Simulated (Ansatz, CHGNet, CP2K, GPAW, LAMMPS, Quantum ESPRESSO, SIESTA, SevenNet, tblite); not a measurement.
**Other levels on amorphous Hg30S21Se9 (60 atoms)**

Density of this cell: 7.30 g/cm³. The cell holds 60 atoms: 30 Hg, 21 S and 9 Se. Cell: a = 11.895 Å, b = 11.895 Å, c = 11.895 Å, α = 90.0°, β = 90.0°, γ = 90.0°. 60 atoms (30 Hg, 21 S, 9 Se) placed at random at 7.3 g/cm³, melted at 2500 K for 10 ps at fixed volume with the Stillinger-Weber II-VI potential (Zhou et al., Phys. Rev. B 88, 085309 (2013)). Quenched from 2500 K to 300 K at 3 K/ps and fixed volume, held 5 ps, then minimised at fixed cell.

Geometry: as built.

The reference, a calculation:

| Property | Result |
| --- | --- |
| method | Kohn-Sham DFT, PBE, SSSP efficiency 1.3.0 pseudopotentials, plane waves (Quantum ESPRESSO 7.5); sssp-pbe-1.3.0-efficiency, cutoffs 45/360 Ry, Γ point |
| r.m.s. force component | 0.4116 eV/Å |
| longest force | 1.594 eV/Å |
| pressure | -0.0453 GPa |
| time | 6.6 min on 4 MPI ranks of Arm Neoverse V1, shared host |
| CPU time | 26 min |

Runs, in no order:
A. CP2K PBE, TZVP-UZH, 600/60 Ry, diagonalisation: Kohn-Sham DFT, PBE, GTH-PBE pseudopotentials, Gaussian and plane waves, TZVP-MOLOPT (UZH set), diagonalisation
B. CP2K PBE+rVV10L, DZVP-MOLOPT-SR, 600/60 Ry, diagonalisation: Kohn-Sham DFT, PBE+rVV10 (b = 10, rVV10L), GTH-PBE pseudopotentials, Gaussian and plane waves, DZVP-MOLOPT-SR-GTH, diagonalisation
C. GPAW PBE, LCAO sz(dzp), h 0.2 Å: Kohn-Sham DFT, PBE, PAW, atomic orbitals (sz(dzp))
D. SevenNet l3i5 potential: machine-learned interatomic potential SevenNet l3i5, trained on PBE(+U) plane-wave data

Q: Order them from the smallest to the largest r.m.s. force difference.

A, B, D, C.

```tsv
run	Δ force, r.m.s. (meV/Å)	share of r.m.s. force (%)	CPU time
A. CP2K PBE, TZVP-UZH, 600/60 Ry, diagonalisation	30.6	7.43	8.9 min
B. CP2K PBE+rVV10L, DZVP-MOLOPT-SR, 600/60 Ry, diagonalisation	47.1	11.5	13 min
D. SevenNet l3i5 potential	146	35.4	8.6 s
C. GPAW PBE, LCAO sz(dzp), h 0.2 Å	243	59.0	1.9 min
```

Machine-learned potentials mimic data converged in k, so the reference's own k-point error enters their differences. The network of bonds at the start is that of the classical potential that made the cell, and needn't be the one that DFT or experiment would give. The electronic-structure runs sample only Γ, in a cell whose shortest periodic width is 12 Å, which is coarse for a cell with partly filled levels.

[Logs are printed without paths, hosts, clocks, repeated set-up lines and the standing remarks that a program may print on its own settings, such as how far it seeks lower states.]

[Hosts, paths, dates, database ids (printed as entryN), source tags and the programs' standing remarks are cut or masked in the printed files.]
